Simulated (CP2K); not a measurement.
Two runs for the C K edge of 2-carboxyoxazole. Run A: CP2K XAS_TDP, all-electron GAPW, PBEh(45%), aug-cc-pVDZ, TDA, no relativity. Run B differs in one setting.

First lines with a strength over 0.0015. A:

```
                     atom  energy (eV)  states  strength, one atom
 C2 (bonded to C and 2 O)       283.38       1              0.0640
                                288.43       1              0.0182
                                288.55       1              0.0041
                                289.43       1              0.0030
                                289.98       1              0.0032
C4 (bonded to C, N and O)       282.73       1              0.0407
                                286.91       1              0.0182
                                287.44       1              0.0143
                                287.61       1              0.0109
                                287.84       1              0.0128
C6 (bonded to C, N and H)       282.54       1              0.0474
                                283.29       1              0.0093
                                285.37       1              0.0112
                                286.30       1              0.0019
                                286.40       1              0.0029
C7 (bonded to C, O and H)       282.42       1              0.0510
                                285.51       1              0.0066
                                286.12       1              0.0195
                                286.65       1              0.0184
                                287.31       1              0.0036
```

B:

```
                     atom  energy (eV)  states  strength, one atom
 C2 (bonded to C and 2 O)       283.69       1              0.0641
                                288.73       1              0.0181
                                288.86       1              0.0041
                                289.74       1              0.0029
                                290.27       1              0.0033
C4 (bonded to C, N and O)       283.04       1              0.0408
                                287.23       1              0.0182
                                287.75       1              0.0138
                                287.93       1              0.0109
                                288.15       1              0.0129
C6 (bonded to C, N and H)       282.83       1              0.0475
                                283.57       1              0.0092
                                285.66       1              0.0112
                                286.61       1              0.0018
                                286.69       1              0.0029
C7 (bonded to C, O and H)       282.71       1              0.0510
                                285.80       1              0.0066
                                286.42       1              0.0197
                                286.96       1              0.0184
                                287.60       1              0.0035
```

Which was it: scalar relativity switched on, the functional, the basis, GW2X switched on?

Scalar relativity switched on. Relativity shifts all lines of an element by nearly the same amount and keeps their strengths. Against PBEh(45%) in aug-cc-pVDZ, the leading lines move by +0.31 eV (C2, to 283.69), +0.31 eV (C4, to 283.04), +0.29 eV (C6, to 282.83) and +0.29 eV (C7, to 282.71).

[Banner, clock and machine lines of the logs are left out without a mark of their own.]

[Logs are printed without paths, hosts, clocks, repeated set-up lines and the standing remarks that a program may print on its own settings, such as how far it seeks lower states.]

[Hosts, paths, dates, database ids (printed as entryN), source tags and the programs' standing remarks are cut or masked in the printed files.]
